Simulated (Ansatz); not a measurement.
# Moving the knobs of a GW run on CdF2 (Fm-3m)

Aim: change settings of a G0W0 run on CdF2 (Fm-3m) and see what moves.

Main program and level: Ansatz 0.2.0; G0W0 on PBE, plane waves, PAW; PAW set soft_1.

### 1. The starting structure

Symmetry: Fm-3m, No. 225, cubic system. The conventional cell has a = 5.388 Å, b = 5.388 Å, c = 5.388 Å, α = 90.00°, β = 90.00°, γ = 90.00°. Nearest to Cd lie 8 F at 2.33 Å. F has 4 Cd at 2.33 Å nearest. Farther neighbours and most contacts between anions are not listed.

The cell and positions come from the Crystallography Open Database and are kept as given unless a step says otherwise.

### 2. The base run: 4×4×4 mesh, 116 empty bands, screening to 120 eV, PAW set soft_1 files

Now the one-shot GW correction: screening in the RPA, then the self-energy of the levels asked for. This step takes PAW set soft_1 files.

The input, input.yaml:

```yaml
crystal:
  lattice:
    - [0.0, 2.694, 2.694]
    - [2.694, 0.0, 2.694]
    - [2.694, 2.694, 0.0]
  atoms:
    - { symbol: Cd, position: [0.0, 0.0, 0.0] }
    - { symbol: F, position: [0.25, 0.25, 0.25] }
    - { symbol: F, position: [0.75, 0.75, 0.75] }
kpoints:
  mp_grid: { grid: [4, 4, 4] }
hamiltonian:
  xc: pbe
  pseudopotentials: { kind: paw, azcp: { folder: soft_1 } }
scf:
  occupations: { method: fixed }
gw:
  n_empty_bands: 116
  ecut_chi: 120
  qp_bands: [v2, c2]
  qp_kpoints: band_edges
  screening: { model: contour_deformation }
```

Command:

```
> ansatz run input.yaml --threads 24 --pin off --max-ram 82944MiB --backend cuda --events-out ev --progress --plain --runs-dir out --devices 1 --max-vram 78GiB
```

Numbers of over 12 decimals in the logs are rounded to 6 here.

What it wrote:

```text
GPUs: using 1 of 1 available (devices: 1).
Engine: ansatz 0.2.0, aarch64-unknown-linux-gnu
Pseudopotentials: kind: paw
Pseudopotential: Cd, paw, valence charge 20, recommended cutoff 420 eV (normal), soft_1/Cd.paw.azcp
Pseudopotential: F, paw, valence charge 7, recommended cutoff 420 eV (normal), soft_1/F.paw.azcp
Functional definition: PBE
  parameter kappa = 0.804
  parameter beta = 0.066725
  exchange = pbe_x(kappa = kappa, mu = beta*pi^2/3)
  correlation = pbe_c(beta = beta)
device memory: the entry about to start is reckoned to put 2.0 GiB on a device that reports 165.9 GiB free (of which the cap on the GPU budget leaves the run 78.0 GiB)
GPU FFT provider: cuFFT
GPU libraries: cuBLAS 13.8.1, cuFFT 12.4.0, cuSOLVER 12.3.2
GPU matrix products: emulated (plane waves: as basis.precision tells), large ones in fixed point in workspaces of 1.00 GiB
Crystal: 3 atoms, lattice volume = 39.104 Å³
Basis set: ecut = 420 eV, 749 PW (Γ)
Bands: 21, of which v1, the nominal top of the filled ones, is band 17 counted from 1 (16 counted from 0)
Symmetry: 48 space group operations
Space group: Fm-3m (ITA 225), of the structure as read, at distance tolerance 3.4e-5 Å
k-points: 8 of 64
Non-local potential: Cd, projectors of the file, l = 0: 3, l = 1: 2, l = 2: 2, l = 3: 1
Non-local potential: F, projectors of the file, l = 0: 2, l = 1: 2, l = 2: 1
PAW form: soft (Blöchl's): semilocal exchange-correlation on the pseudo side does not see the compensation charge
PAW one-centre angular grid: Cd, 590 points (default); XC on 64 Gauss nodes
PAW one-centre angular grid: F, 110 points (default); XC on 64 Gauss nodes
Initial density: superposition of atomic densities (chi_scale 0.1, normalization cell, long waves kept (reshape's long-wave potential 0.00 eV rms))
Initial wavefunctions: pseudopotential atomic-orbital guess
GPU buffer pool allocated for 19683 grid points (all kernels)
GPU transforms: local potential and band sums: pruned to the plane-wave sphere, on 25×25×25
Functional: x = pbe(κ = 0.804, μ = 0.219515), c = pbe(β = 0.066725)
SCF iter   1: F=—  HF=-9877.389666 eV  |F-HF|=—  |Δ(HF+E_count)|=         —  Δρ=2.13e-1  dr2=1.54e1  ethr=3.10e-3  ⟨swp⟩=4.6  Hψ=633  notcnv=0  defer=13
preconditioner: auto → none  [insulator: Δε(μ)=0.256 eV  Ē_g=17.330 eV  n_scr=14 (ndim 8)  ℏωp=30.3 eV  f_vac=0.099  ε∞_Penn≈4.1]
SCF iter   2: F=—  HF=-9873.492635 eV  |F-HF|=—  |Δ(HF+E_count)|=    3.90e0  Δρ=1.33e-1  dr2=4.25e0  ethr=3.10e-3  ⟨swp⟩=3.9  Hψ=462  notcnv=0  defer=14
SCF iter   3: F=—  HF=-9872.202805 eV  |F-HF|=—  |Δ(HF+E_count)|=    1.29e0  Δρ=2.06e-2  dr2=7.76e-2  ethr=3.10e-3  ⟨swp⟩=3.0  Hψ=368  notcnv=0
SCF iter   4: F=—  HF=-9872.208910 eV  |F-HF|=—  |Δ(HF+E_count)|=   6.10e-3  Δρ=6.02e-3  dr2=4.63e-3  ethr=2.28e-4  ⟨swp⟩=3.0  Hψ=377  notcnv=0  defer=14
[...]
[... further progress lines ...]
device memory: the entry about to start is reckoned to put 0.3 GiB on a device that reports 165.8 GiB free (of which the cap on the GPU budget leaves the run 78.0 GiB)
NSCF: frozen V_eff on 1 k-points
SCF converged after 8 iterations
Free energy (F): -9872.212673 eV
Harris-Foulkes:  -9872.212673 eV  (|F-HF|=1.82e-8)
Internal energy: -9872.212673 eV  (E = F + TS)
E sigma→0 (E₀):  -9872.212673 eV
Fermi energy:    6.431628 eV
--- Per-component energies (eV) ---
  E_band       = -481.002097
  E_kinetic    = 836.259227
  E_local      = -4266.763216  (includes V_loc(G=0)·N_el)
  E_nonlocal   = 298.647391
  E_hartree    = 1875.737767
  E_xc         = -309.689869
  E_vxc        = -392.430423  (∫ρ·V_xc dr)
  E_paw        = -4512.549349  (= ΣΔE_a)
  E_vpaw       = -708.200914  (= ΣTr[D̂ρ^β])
  E_aug_tail   = 0.002009  (compensation charges beyond the density's cutoff)
  E_ewald      = -3793.856633
  E_smearing   = -0.000000  (= −TS)
  E_closure    = -0.000000  (closes the sum)
  Σ components = -9872.212673   (vs F -9872.212673, Δ=0.00e0)
--- Band table (eV; the first three rows and the last of 8) ---
  k-point 0: bands = [... 13 lower, 5.4544, 5.9344, 5.9344, 5.9344, 9.5295, 19.1347, 19.1347, 19.1347]
  k-point 1: bands = [... 13 lower, 5.0690, 5.3090, 5.9808, 5.9808, 11.4062, 17.2497, 19.9610, 19.9610]
  k-point 2: bands = [... 13 lower, 4.5919, 4.5919, 6.0363, 6.0363, 13.6274, 15.5940, 20.9386, 20.9386]
  k-point 7: bands = [... 13 lower, 4.9053, 4.9053, 5.8290, 6.4316, 14.5251, 17.9406, 18.1335, 18.1335]
--- G₀W₀: contour deformation, 6 samples at zero and on the imaginary axis and 3 off it, 64 q-points, 116 empty bands' worth ---
  eigenvalues of the whole cell's RPA ε∞ on this k-mesh (on a slab, of 1 + 4πα/V) = 2.8068, 2.8068, 2.8068; static W/v taken at q = 0 is 0.356272
  bands read: the sum over 133 bands ends inside a degenerate multiplet in 1 slot, whose members it reads at an even weight; the widest, k=0: bands 133 to 135 (counted from 1) at 1/3 each
  gw.qp_kpoints: band_edges: 8 of 8 stored k-points solved, in 1 pass; an edge of the gap read off the rows below is read off those points alone
    ik  band        ε_KS         Σx   Σc(E_QP)       V_xc       Z   E_QP_lin       E_QP  E_QP is
     0    16      5.9344   -35.0663     5.8498   -27.6286  0.7736     4.3044     4.3465  root
     0    17      5.9344   -35.0663     5.8498   -27.6286  0.7736     4.3044     4.3465  root
     0    18      9.5295    -9.1772    -3.7384   -13.7586  0.8549    10.3776    10.3724  root
     0    19     19.1347    -5.4621    -4.5839   -11.0258  0.8399    20.1218    20.1145  root
     1    16      5.9808   -34.3275     5.8806   -26.9112  0.7698     4.4055     4.4452  root
     1    17      5.9808   -34.3275     5.8806   -26.9112  0.7698     4.4055     4.4452  root
     1    18     11.4062   -12.1055    -3.3601   -16.5564  0.8360    12.5074    12.4971  root
     1    19     17.2497    -6.9107    -4.2569   -12.1622  0.8354    18.2569    18.2443  root
[...]
7    16      5.8290   -31.9596     6.2380   -24.3280  0.7505     4.3996     4.4355  root
     7    17      6.4316   -33.5435     5.9732   -26.1848  0.7641     5.0155     5.0460  root
     7    18     14.5251   -12.4503    -4.3395   -18.4194  0.8166    16.1929    16.1546  root
     7    19     17.9406    -7.1661    -3.7766   -11.7303  0.8307    18.7402    18.7283  root
```

Run time: 2 s. Hardware: 1 × NVIDIA GB200 (shared by 2 runs) with 24 threads of Arm Neoverse V2, shared host; peak memory 1.1 GiB.

The column dr2 measures how far the density is from self-consistency, as an energy; F and HF (Harris–Foulkes) agree once it is small.

This step gave:

- bands summed: 133
- RPA ε∞ on this mesh (eigenvalues): 2.807, 2.807, 2.807
- plane waves in the screening matrix: 113
- q-points in the mesh: 64
- G0W0 gap on the mesh: 5.326 eV
- k of the valence top: 0.25, -0.5, -0.25
- k of the conduction bottom: 0, 0, 0
- starting gap on the mesh: 3.098 eV
- Z at the valence top: 0.7641
- Z at the conduction bottom: 0.8549
- least direct G0W0 gap on the computed points: 6.026 eV

The gap on the mesh goes from 3.10 eV to 5.33 eV, a correction of +2.23 eV. Between the two edge states, bare exchange in place of the xc potential would open the gap by 11.94 eV, and correlation takes back 9.71 eV.

### 3. Variant: coarser q mesh

Changes to input.yaml since step 2:

```diff
@@ -17,4 +17,4 @@
 gw:
-  n_empty_bands: 116
-  ecut_chi: 120
+  n_empty_bands: 88
+  ecut_chi: 100
   qp_bands: [v2, c2]
@@ -22 +22,2 @@
   screening: { model: contour_deformation }
+  q_mesh: [2, 2, 2]
```

What it wrote:

```text
GPUs: using 1 of 1 available (devices: 1).
[...]
GPU FFT provider: cuFFT
GPU libraries: cuBLAS 13.8.1, cuFFT 12.4.0, cuSOLVER 12.3.2
[...]
Crystal: 3 atoms, lattice volume = 39.104 Å³
Basis set: ecut = 420 eV, 749 PW (Γ)
Bands: 21, of which v1, the nominal top of the filled ones, is band 17 counted from 1 (16 counted from 0)
[... 1 set-up line as in the run before ...]
[...]
k-points: 8 of 64
[...]
GPU buffer pool allocated for 19683 grid points (all kernels)
[...]
SCF iter   1: F=—  HF=-9877.389666 eV  |F-HF|=—  |Δ(HF+E_count)|=         —  Δρ=2.13e-1  dr2=1.54e1  ethr=3.10e-3  ⟨swp⟩=4.6  Hψ=633  notcnv=0  defer=13
[...]
SCF iter   8: F=-9872.212673 eV  HF=-9872.212673 eV  |F-HF|=1.82e-8  |Δ(HF+E_count)|=   4.33e-7  Δρ=9.32e-6  dr2=2.69e-8  ethr=2.94e-10  ⟨swp⟩=3.4  Hψ=694  notcnv=0
SCF 1 converged in 8 iterations: F = -9872.212673 eV  dr2 = 2.69e-8
[...]
NSCF: frozen V_eff on 8 k-points
[...]
G₀W₀ screening: q 1/3
[... further progress lines ...]
[...]
SCF converged after 8 iterations
Free energy (F): -9872.212673 eV
[...]
Internal energy: -9872.212673 eV  (E = F + TS)
E sigma→0 (E₀):  -9872.212673 eV
Fermi energy:    6.431628 eV
[...]
--- Band table (eV; the first three rows and the last of 8) ---
  k-point 0: bands = [... 13 lower, 5.4544, 5.9344, 5.9344, 5.9344, 9.5295, 19.1347, 19.1347, 19.1347]
  k-point 1: bands = [... 13 lower, 5.0690, 5.3090, 5.9808, 5.9808, 11.4062, 17.2497, 19.9610, 19.9610]
  k-point 2: bands = [... 13 lower, 4.5919, 4.5919, 6.0363, 6.0363, 13.6274, 15.5940, 20.9386, 20.9386]
  k-point 7: bands = [... 13 lower, 4.9053, 4.9053, 5.8290, 6.4316, 14.5251, 17.9406, 18.1335, 18.1335]
[...]
0    16      5.9344   -35.2564     6.0543   -27.6286  0.7692     4.3150     4.3609  root
     0    17      5.9344   -35.2564     6.0543   -27.6286  0.7692     4.3150     4.3609  root
     0    18      9.5295    -8.6813    -4.1196   -13.7586  0.8429    10.4969    10.4871  root
     0    19     19.1347    -5.3251    -4.6769   -11.0258  0.8282    20.1512    20.1585  root
     1    16      5.9808   -34.5179     6.0828   -26.9112  0.7660     4.4139     4.4569  root
     1    17      5.9808   -34.5179     6.0828   -26.9112  0.7660     4.4139     4.4569  root
     1    18     11.4062   -11.8220    -3.5687   -16.5564  0.8286    12.5866    12.5720  root
     1    19     17.2497    -6.7969    -4.3328   -12.1622  0.8345    18.2722    18.2822  root
[...]
7    16      5.8290   -32.0420     6.3287   -24.3280  0.7502     4.4070     4.4437  root
     7    17      6.4316   -33.6732     6.1216   -26.1848  0.7616     5.0324     5.0648  root
     7    18     14.5251   -12.3847    -4.3494   -18.4194  0.8131    16.2542    16.2103  root
     7    19     17.9406    -7.1482    -3.8122   -11.7303  0.8210    18.7243    18.7106  root
```

Wall time 1.5 s (1 × NVIDIA GB200 (shared by 2 runs) with 24 threads); peak memory 1.1 GiB; 4 s of CPU time.

Against the base:

```tsv
setting	base	variant
empty bands	116	88
screening cutoff (eV)	120	100
q mesh	-	[2, 2, 2]
```

```tsv
quantity	variant	base
starting gap on the mesh	3.098	3.098
G0W0 gap on the mesh	5.422	5.326
least direct G0W0 gap on the computed points	6.126	6.026
Z at the valence top	0.762	0.764
Z at the conduction bottom	0.843	0.855
```

### 4. Variant: starting point

This step: G0W0 on LDA, plane waves, PAW; PAW set soft_1.

input.yaml, the sections that differ from step 3:

```yaml
hamiltonian:
  xc: lda
  pseudopotentials: { kind: paw, azcp: { folder: soft_1 }, xc_functional: pbe }
gw:
  n_empty_bands: 88
  ecut_chi: 100
  qp_bands: [v2, c2]
  qp_kpoints: band_edges
  screening: { model: contour_deformation }
# crystal, kpoints, scf: as in step 3
```

What it wrote:

```text
GPUs: using 1 of 1 available (devices: 1).
[...]
GPU FFT provider: cuFFT
GPU libraries: cuBLAS 13.8.1, cuFFT 12.4.0, cuSOLVER 12.3.2
[...]
Crystal: 3 atoms, lattice volume = 39.104 Å³
Basis set: ecut = 420 eV, 749 PW (Γ)
Bands: 21, of which v1, the nominal top of the filled ones, is band 17 counted from 1 (16 counted from 0)
[... 1 set-up line as in the run before ...]
[...]
k-points: 8 of 64
[...]
GPU buffer pool allocated for 19683 grid points (all kernels)
[...]
SCF iter   1: F=—  HF=-9712.058542 eV  |F-HF|=—  |Δ(HF+E_count)|=         —  Δρ=2.30e-1  dr2=1.76e1  ethr=3.10e-3  ⟨swp⟩=4.5  Hψ=632  notcnv=0  defer=13
[...]
SCF iter   8: F=-9706.377029 eV  HF=-9706.377030 eV  |F-HF|=5.06e-8  |Δ(HF+E_count)|=   6.06e-7  Δρ=1.43e-5  dr2=6.79e-8  ethr=2.94e-10  ⟨swp⟩=2.5  Hψ=641  notcnv=0
SCF 1 converged in 8 iterations: F = -9706.377029 eV  dr2 = 6.79e-8
[...]
G₀W₀ screening: q 1/8
[... further progress lines ...]
[...]
SCF converged after 8 iterations
Free energy (F): -9706.377029 eV
[...]
Internal energy: -9706.377029 eV  (E = F + TS)
E sigma→0 (E₀):  -9706.377029 eV
Fermi energy:    5.987790 eV
[...]
--- Band table (eV; the first three rows and the last of 8) ---
  k-point 0: bands = [... 13 lower, 4.9747, 5.5120, 5.5120, 5.5120, 8.7947, 18.2952, 18.2952, 18.2952]
  k-point 1: bands = [... 13 lower, 4.5872, 4.8431, 5.5482, 5.5482, 10.7092, 16.4077, 19.1332, 19.1332]
  k-point 2: bands = [... 13 lower, 4.0871, 4.0871, 5.6040, 5.6040, 12.9259, 14.7829, 20.1256, 20.1256]
  k-point 7: bands = [... 13 lower, 4.4250, 4.4250, 5.3605, 5.9878, 13.7996, 17.0583, 17.3720, 17.3720]
[...]
0    16      5.5120   -35.0922     5.8934   -27.8324  0.7694     4.1131     4.1456  root
     0    17      5.5120   -35.0922     5.8934   -27.8324  0.7694     4.1131     4.1456  root
     0    18      8.7947    -9.4187    -3.7988   -14.5405  0.8504    10.1331    10.1177  root
     0    19     18.2952    -5.5343    -4.7389   -11.8878  0.8351    19.9462    19.9098  root
     1    16      5.5482   -34.3518     5.9212   -27.1187  0.7656     4.2062     4.2363  root
     1    17      5.5482   -34.3518     5.9212   -27.1187  0.7656     4.2062     4.2363  root
     1    18     10.7092   -12.4848    -3.3712   -17.3508  0.8302    12.2264    12.2038  root
     1    19     16.4077    -7.0228    -4.4036   -13.0094  0.8302    18.0313    17.9907  root
[...]
7    16      5.3605   -31.8552     6.2862   -24.4048  0.7449     4.1705     4.1963  root
     7    17      5.9878   -33.4980     6.0212   -26.3057  0.7595     4.7939     4.8167  root
     7    18     13.7996   -12.6825    -4.4218   -19.1397  0.8104    15.9091    15.8350  root
     7    19     17.0583    -7.2633    -3.9372   -12.5859  0.8241    18.4690    18.4437  root
```

Run time: 1.7 s. Hardware: 1 × NVIDIA GB200 (shared by 2 runs) with 24 threads; peak memory 1.1 GiB; 4.8 s of CPU time.

The G0W0 gap on the mesh is 5.301 eV.

Against the base:

```tsv
setting	base	variant
start	PBE	LDA
empty bands	116	88
screening cutoff (eV)	120	100
```

```tsv
quantity	variant	base
starting gap on the mesh	2.807	3.098
G0W0 gap on the mesh	5.301	5.326
least direct G0W0 gap on the computed points	5.972	6.026
Z at the valence top	0.760	0.764
Z at the conduction bottom	0.850	0.855
```

### 5. Summary of results

```
base           : 5.33 eV, 2 s
coarser q mesh : 5.42 eV, 1.5 s
starting point : 5.30 eV, 1.7 s
```

In words: Coarser q mesh: the gap moves by +0.10 eV; such settings are too crude to quote. The variant differs from the base in empty bands, screening cutoff and q mesh together, so the change can't be laid to one of them. Starting point: the gap moves by −0.03 eV. The variant differs from the base in start, empty bands and screening cutoff together, so the change can't be laid to one of them. All runs here use a coarse mesh and modest cutoffs; they test settings and are not final values. The 4×4×4 mesh is coarse for this cell (its supercell is 15 Å along the shortest edge). The RPA ε∞ on it, from the PBE start, is 2.81; such meshes misread the long-range screening, most where the gap is narrow. A d shell, filled or nearly so, lies near the gap. One-shot GW converges very slowly in bands there, not always from below, and on a semilocal start the gap tends to come out low; starts rich in exact exchange can overshoot instead. The many-body steps are scalar-relativistic: spin-orbit coupling is not in them.

[Paths, hosts, dates, memory and timing lines, banners, echoed tables and standing remarks are left out of the program output.]

[Logs are printed without paths, hosts, clocks, repeated set-up lines and the standing remarks that a program may print on its own settings, such as how far it seeks lower states.]

[Runs of the session that timed out or met a known fault of the program may be left out.]

[Cells called generated may have been cut or substituted from an entry of the Crystallography Open Database or the Materials Project.]

[Hosts, paths, dates, database ids (printed as entryN), source tags and the programs' standing remarks are cut or masked in the printed files.]
